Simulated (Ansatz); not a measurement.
# Lattice dynamics of NbRu (Pm-3m), part 2 of 2

Wanted: phonon frequencies of NbRu (Pm-3m) and what follows from them.

Ansatz 0.2.0; DFT PBEsol, scalar-relativistic, plane waves, PAW; PAW set soft_1.

So far. Step 4 (Tight relaxation): The forces vanish by symmetry and the pressure is 0.000 GPa, within the tolerances set. The cell now holds 15.47 Å³/atom. Step 5 (Zone-centre response): Before it was imposed, the acoustic sum rule was missed by 9.5e-5 eV/Å². Small misses are needed for a sound result but don't prove that mesh and cutoff are converged. The lowest optical mode is real, 129 cm⁻¹. The relaxed cell has a = 3.139 Å (conventional setting).

### 6. Response at finite wavevector

Stability and thermal properties need the whole zone. Linear response on a 4×4×4 q mesh gives force constants as far as a supercell of that size would.

The input, input.yaml:

```yaml
crystal:
  lattice:
    - [3.1391803495, 0.0, 0.0]
    - [0.0, 3.1391803495, 0.0]
    - [0.0, 0.0, 3.1391803495]
  atoms:
    - { symbol: Nb, position: [0.0, 0.0, 0.0] }
    - { symbol: Ru, position: [0.5, 0.5, 0.5] }
kpoints:
  mp_grid: { grid: [16, 16, 16] }
hamiltonian:
  xc: pbesol
  pseudopotentials: { kind: paw, azcp: { folder: soft_1 }, xc_functional: pbe }
scf:
  occupations: { method: methfessel_paxton, width: 0.2 }
output:
  eigenvalues: true
phonons:
  method: dfpt
  qmesh: [4, 4, 4]
  temperatures: { t_max: 1000, t_step: 50 }
  qpath:
    path:
      - [[0.0, 0.0, 0.0], [0.0, 0.5, 0.0], [0.5, 0.5, 0.0], [0.0, 0.0, 0.0], [0.5, 0.5, 0.5], [0.0, 0.5, 0.0]]
      - [[0.5, 0.5, 0.5], [0.5, 0.5, 0.0]]
    npoints: 10
```

Started as:

```console
$ ansatz run input.yaml --threads 4 --pin off --max-ram 10240MiB --backend cpu --events-out ev --progress --plain --runs-dir out
```

Numbers of over 12 decimals in the logs are rounded to 6 here.

What it wrote:

```text
[...]
Crystal: 2 atoms, lattice volume = 30.935 Å³
Basis set: ecut = 420 eV, 619 PW (Γ), exchange–correlation on 48×48×48 points (8 copies of the dense FFT grid, shifted against one another)
Bands: 19, of which v1, the nominal top of the filled ones, is band 15 counted from 1 (14 counted from 0)
Symmetry: 48 space group operations
k-points: 165 of 4096
[...]
SCF iter   1: F=—  HF=-10314.640048 eV  |F-HF|=—  |Δ(HF+E_count)|=         —  Δρ=1.81e-1  dr2=1.33e1  ethr=3.10e-3  ⟨swp⟩=4.8  Hψ=12249  notcnv=0
[...]
SCF iter   9: F=-10312.320360 eV  HF=-10312.320360 eV  |F-HF|=3.64e-12  |Δ(HF+E_count)|=  6.55e-11  S|Δr|=    0.00e0  Δρ=1.59e-7  dr2=1.17e-12  ethr=1.00e-12  ⟨swp⟩=4.2  Hψ=15263  notcnv=0
[...]
SCF 1 converged in 9 iterations: F = -10312.320360 eV  dr2 = 1.17e-12
[...]
phonons: the bands overlap, so this run is a metal and interpolates without the dipole-dipole term. If the crystal is really an insulator or semiconductor, its LO-TO splitting is missing
NSCF: frozen V_eff on 165 k-points
[...]
DFPT response loops at q = (0, 0, 0) (fractional): preconditioner auto → Kerker (q_TF=auto, 2.699 Å⁻¹) (partly filled bands, converged f_vac=0.000); β = 1.00, the filter's whole step (`scf.mixing.beta` (0.50) is not read by the response loops under this deck's `scf.mixing.preconditioner`; to damp them name `kerker` or `kerker_dos`, under which they read `scf.mixing.beta`, and type it under 1.00, their step now; both keys bind the ground state too); Broyden in place of MSR1
[...]
SCF converged after 9 iterations
[...]
Free energy (F): -10312.320360 eV
[...]
Internal energy: -10312.316716 eV  (E = F + TS)
E sigma→0 (E₀):  -10312.319449 eV
Entropy (-TS):   -0.003644 eV (-1.822 meV/atom)
Fermi energy:    21.345803 eV
[...]
--- Band table (eV; the first three rows and the last of 165) ---
  k-point 0: bands = [... 11 lower, 18.9474, 18.9474, 18.9474, 22.1978, 22.1978, 24.9255, 24.9255, 24.9255]
  k-point 1: bands = [... 11 lower, 18.9409, 18.9409, 18.9768, 22.0967, 22.2349, 24.6730, 24.6730, 24.8647]
  k-point 2: bands = [... 11 lower, 18.9252, 18.9252, 19.0633, 21.8071, 22.3407, 24.0716, 24.0716, 24.6901]
  k-point 164: bands = [... 11 lower, 18.3306, 18.3306, 18.3306, 21.1608, 21.1608, 24.8791, 24.8791, 28.5792]
--- Phonons (Γ-DFPT): 2 representative perturbations + reference (Σ response iterations 6) ---
  ASR residual: 9.677e-5 → 0.000e0 eV/Å²; symmetrization residual: 9.814e-6 eV/Å²
  ASR residual per site (eV/Å²): 1.16e-5 9.68e-5
  Γ frequencies (cm⁻¹): 0.00 0.00 0.00 128.84 128.84 128.84
--- Phonons (arbitrary-q DFPT): 10 irreducible q on the 4×4×4 mesh ---
  q = [0.0000, 0.0000, 0.0000] (star 1, of the zone-centre solve; hermiticity 6.64e-6, symmetrization 2.17e-12): -0.00 -0.00 0.00 128.84 128.84 128.84
  q = [0.0000, 0.0000, 0.2500] (star 6, 4 solved perturbations in 4032 linear systems a pass and spin channel, the states on 1296 of 4096 k-point pairs; hermiticity 3.29e-6, symmetrization 3.50e-13): 56.02 56.02 73.15 136.44 136.44 144.90
[...]
q = [0.0000, 0.2500, -0.5000] (star 12, 6 solved perturbations on 1296 of 4096 k-point pairs; hermiticity 1.53e-6, symmetrization 2.06e-14): -136.86 -109.17 -36.07 132.38 200.17 211.51
[...]
sum rule: each row above includes the acoustic sum rule's correction from the zone centre's row sums; it moved no ω² by more than (0.51 cm⁻¹)²
  mesh force constants: q→R imaginary residual 4.59e-18; ASR residual 9.677e-5 → 0.000e0 eV/Å²; symmetrization residual 4.441e-15 eV/Å²
  interpolated dispersion: 62 rows × 6 modes
  density of states and harmonic sums: on the 20×20×20 q-mesh, interpolated from the force constants of a 4×4×4 supercell (no non-analytic term)
  largest difference from the sums on the solved wave vectors: F 5.88e-2 eV, S 8.03e-5 and C_V 2.15e-5 eV/K
  zero-point energy: 0.033180 eV/cell   skipped modes (ω ≤ 0): 639, of them read as no rigid motion or as one in doubt: 636 (2.405e0 modes/cell left out, lowest -164.54 cm⁻¹)   left out of the sums: 4.01e-1 of the cell's modes: C_V's classical limit lies that fraction below 3 k_B per atom; for a crystal, a wire or a layer, F and S can be off by more, and a phonons.interpolated_qmesh denser along its periods is the remedy for the sampling
```

The job ended after 6.1 min (4 threads of AMD EPYC 9R14 (Zen 4), shared host; peak memory 3.3 GiB; 23 min of CPU time).

This step gave:

| Item | Value |
| --- | --- |
| sum-rule residual before enforcement | 9.68e-5 eV/Å² |
| lowest frequency on the path | -164.5 cm⁻¹ |
| highest frequency on the path or at a solved wavevector | 217.4 cm⁻¹ |
| lowest mode on the q mesh (acoustic modes at Γ apart) | -164.5 cm⁻¹ |

Frequencies (cm⁻¹) solved at each irreducible wavevector; negative means imaginary. Frequencies by wavevector, by row:

```
q in reciprocal lattice units  star  mode 1  mode 2  mode 3  mode 4  mode 5  mode 6
                        0 0 0     1       0       0       0   128.8   128.8   128.8
                     0 0 0.25     6      56      56    73.2   136.4   136.4   144.9
                     0 0 -0.5     3   -56.5   -56.5    95.1   132.2   132.2   160.6
                  0 0.25 0.25    12  -120.5   -77.4    57.8   117.6   168.1   187.1
                  0 0.25 -0.5    12  -136.9  -109.2   -36.1   132.4   200.2   211.5
                  0 -0.5 -0.5     3  -128.2  -128.2   -59.6   125.2   216.1   216.1
               0.25 0.25 0.25     8  -164.5     -76     -76   174.1   174.1   177.8
               0.25 0.25 -0.5    12  -120.5   -88.6    14.8   159.6     181   196.8
               0.25 -0.5 -0.5     6   -59.5   -59.5    20.3   148.8   194.4   194.4
               -0.5 -0.5 -0.5     1   103.5   103.5   103.5   152.8   152.8   152.8
```

Interpolated from a 4×4×4 q mesh. The phonon branches at the labelled points (cm⁻¹):

```
    point  branch 1  branch 2  branch 3  branch 4  branch 5  branch 6
        Γ         0         0         0       129       129       129
  halfway        56        56        73       136       136       145
        X       -56       -56        95       132       132       161
  halfway      -137      -109       -36       132       200       212
        M      -128      -128       -60       125       216       216
  halfway      -121       -77        58       118       168       187
        Γ         0         0         0       129       129       129
  halfway      -164       -76       -76       174       174       178
        R       104       104       104       153       153       153
  halfway      -121       -89        15       160       181       197
        X       -56       -56        95       132       132       161
jump to R       104       104       104       153       153       153
  halfway       -60       -60        20       149       194       194
        M      -128      -128       -60       125       216       216
```

The phonon branches as a text plot (rows in cm⁻¹):

```
    209 |          ********                                   ***
    194 |         **       ***                     *****     *
    178 |         *           *         *****    ********  **
    162 |     ****           * *     ***   ***  *****    **
    146 |   **   *            * *   ***       **     **** ****
    130 |******************   ******                    **    ***
    114 |                  *** **  **
     98 |      **                            *****       **
     82 |    **                             **  * *        *
     66 |  **    *            * *   *            *         *
     50 | ****               * **  *             * *    *   *
     34 | *   *            **  * *         *
     18 |*                      ** **             * *       **
      3 |                         *
    -13 |
    -29 |                 *    *
    -45 |      *  *****  *           **     *        **       *
    -61 |       **     **     *        * **       **   ***   * **
    -77 |        **          **         *               *
    -93 |          *       **        **            ****
   -109 |         * *     *                *           *      *
   -125 |          * *****   *                      ***        **
   -141 |           ***  ****            **
   -157 |                              **
         Γ      X      M          Γ            R        X|R     M
```

Tetrahedra on a 20×20×20 mesh, mean over bins of 5 cm-1. Interpolated from a 4×4×4 q mesh. The phonon density of states by wavenumber; read off at these points:

```
wavenumber (cm⁻¹)  phonon density of states (1/cm⁻¹/cell)
             -162                                 0.00107
             -142                                  0.0174
             -138                                  0.0240
             -128                                  0.0180
             -108                                  0.0161
              -98                                  0.0203
              -92                                  0.0197
              -72                                  0.0135
              -52                                  0.0175
              -42                                  0.0281
              -38                                  0.0256
              -18                                 0.00701
                2                                 0.00583
               18                                 0.00693
               38                                 0.00884
               52                                  0.0103
               72                                  0.0031
               92                                 0.00157
              108                                  6.5e-4
              128                                  0.0256
              132                                  0.0452
              148                                  0.0258
              162                                  0.0275
              182                                  0.0443
              198                                  0.0396
              218                                 0.00487
```

The partial phonon density of states has structure finer than the step of the table below, so its rows give means over 10 cm⁻¹, whole bins alone (the curve runs from -173 to 234 cm⁻¹). Peaks (cm⁻¹: height): Nb -81.1: 0.00638, 133.8: 0.0370, 182.4: 0.0317; Ru -137.4: 0.0181, -93.9: 0.0149, -81.1: 0.0158, -40.2: 0.0255, 46.8: 0.0118, 182.4: 0.0121.

Phonopy on the run's constants, 19x19x19 mesh, Gaussian sigma 2.9 cm-1. Interpolated from a 4×4×4 q mesh. The partial phonon density of states by wavenumber; means over each step; values in 1/cm⁻¹/cell:

```
wavenumber (cm⁻¹)       Nb       Ru
             -160   7.6e-4  0.00217
             -150  0.00207  0.00614
             -140  0.00437   0.0153
             -130  0.00380   0.0155
             -120  0.00328   0.0127
             -110  0.00371   0.0120
             -100  0.00545   0.0138
              -90  0.00523   0.0131
              -80  0.00556   0.0141
              -70  0.00333  0.00929
              -60  0.00254  0.00955
              -50  0.00323   0.0214
              -40  0.00203   0.0235
              -30  0.00124   0.0118
              -20  0.00122  0.00815
              -10   9.6e-4  0.00412
                0   1.1e-4   6.4e-4
               10   5.1e-4  0.00223
               20  0.00137  0.00570
               30  0.00137  0.00539
               40  0.00216  0.00870
               50  0.00234  0.00934
               60  0.00124  0.00598
               70   5.9e-4  0.00573
               80   1.3e-4  0.00190
               90   9.6e-5  0.00193
              100   2.1e-4   8.5e-4
              110  0.00170   2.2e-4
              120  0.00739   7.6e-4
              130   0.0295  0.00308
              140   0.0286  0.00473
              150   0.0218  0.00426
              160   0.0211  0.00497
              170   0.0209  0.00680
              180   0.0289   0.0108
              190   0.0307  0.00997
              200   0.0282  0.00762
              210   0.0186  0.00466
              220  0.00370   8.7e-4
```

Second derivatives of the energy by pair, one row for each kind of neighbour of each atom listed. Each entry sums the pair over the periodic images of the supercell that the q mesh stands for, and in a polar crystal it holds the long-range dipole part too. Force constants by pair, by row:

```
atom  neighbour  distance (Å)  third of the trace (eV/Å²)  along the pair's line (eV/Å²)
 Nb1     itself             0                       7.438                              –
 Nb1         Ru         2.719                     -0.2324                          -2.95
 Nb1         Nb         3.139                     -0.4886                         -1.438
 Nb1         Nb         4.439                     -0.1588                         0.1154
 Nb1         Ru         5.206                      -0.054                        -0.3016
 Nb1         Nb         5.437                       0.048                        -0.1277
 Nb1         Nb         6.278                      0.1978                         0.5215
 Nb1         Ru         6.842                     -0.0158                        -0.0425
 Nb1         Nb         7.019                      0.0147                         0.0239
 Ru2     itself             0                      0.4556                              –
 Ru2         Nb         2.719                     -0.2324                          -2.95
 Ru2         Ru         3.139                      0.1326                        -0.3523
 Ru2         Ru         4.439                      0.2818                          0.624
 Ru2         Nb         5.206                      -0.054                        -0.3016
 Ru2         Ru         5.437                        -0.1                        -0.0525
 Ru2         Ru         6.278                      0.1639                          1.173
 Ru2         Nb         6.842                     -0.0158                        -0.0425
 Ru2         Ru         7.019                     -0.0201                        -0.0019
```

Symmetry leaves 10 wavevectors to solve. The lowest mode among them, the acoustic zeros apart, lies at q = (0.25, 0.25, 0.25) and is imaginary, 164.5i cm⁻¹, so the energy falls along it.

### 7. Another isotope

An isotope changes the mass and not the force constants, so no new electronic calculation is needed; the shifts show which modes move this element.

The same force constants with the mass of Ru changed from 101.070 to 103.905 u (phonopy, no LO-TO term). Both lists are sorted by frequency; levels can cross, so a row need not hold one and the same mode. Modes under 3 cm⁻¹ are left out. Isotope shifts, by row:

```
          q  rank  natural mass (cm⁻¹)  changed mass (cm⁻¹)
      0 0 0     4                128.8                  128
      0 0 0     5                128.8                  128
      0 0 0     6                128.8                  128
   0 0 0.25     1                56.02                55.47
   0 0 0.25     2                56.02                55.47
   0 0 0.25     3                73.15                72.16
   0 0 0.25     4                136.4                135.9
   0 0 0.25     5                136.4                135.9
   0 0 0.25     6                144.9                144.9
   0 0 -0.5     1               -56.48               -55.71
   0 0 -0.5     2               -56.48               -55.71
   0 0 -0.5     3                 95.1                 93.8
   0 0 -0.5     4                132.2                132.2
   0 0 -0.5     5                132.2                132.2
   0 0 -0.5     6                160.6                160.6
0 0.25 0.25     1               -120.5               -119.3
0 0.25 0.25     2                -77.4               -76.68
0 0.25 0.25     3                 57.8                57.06
0 0.25 0.25     4                117.6                117.5
0 0.25 0.25     5                168.1                167.5
0 0.25 0.25     6                187.1                186.2
```

A mode of this element alone would shift by -1.37 %. The highest zone-centre frequency without the field goes from 128.8 to 128.0 cm⁻¹ (-0.7 %). The product of the frequency ratios over all optical modes at Γ is 0.980; the product rule, (m/m′)^(3k/2) (M′/M)^(3/2) with k = 1 such atoms and M the mass of the cell, gives 0.980.

### 8. Outcome

| Quantity | Value |
| --- | --- |
| space group after relaxation (within 0.01 Å) | Pm-3m |
| volume per atom | 15.5 Å³ |
| electronic character | no gap on this mesh |
| highest optical mode at the zone centre (no LO-TO term) | 129 cm⁻¹ |
| lowest optical zone-centre mode | 129 cm⁻¹ |
| lowest mode on the q mesh (acoustic modes at Γ apart) | -165 cm⁻¹ |
| highest frequency on the path or at a solved wavevector | 217 cm⁻¹ |
| imaginary modes on the 4×4×4 q mesh | yes |

What this shows: Modes are clearly imaginary (beyond 10i cm⁻¹) at 7 of the 10 irreducible wavevectors, most at q = (0.25, 0.25, 0.25) (164.5i cm⁻¹), so this structure is not a minimum of the energy. The optical modes at Γ form one degenerate level at 129 cm⁻¹. With no gap, or one that is small against the smearing, the frequencies hang on the k mesh and the smearing, most of all near Kohn anomalies. The phonon runs are without spin polarisation, although the cell has an odd electron count. The PAW files were made for PBE and serve the other functionals too. A phonon run warned that its eigensolver left some bands unconverged in a pass. These are harmonic frequencies at zero temperature: anharmonic shifts, linewidths and thermal expansion are left out.

[Logs are printed without paths, hosts, clocks, repeated set-up lines and the standing remarks that a program may print on its own settings, such as how far it seeks lower states.]

[Hosts, paths, dates, database ids (printed as entryN), source tags and the programs' standing remarks are cut or masked in the printed files.]
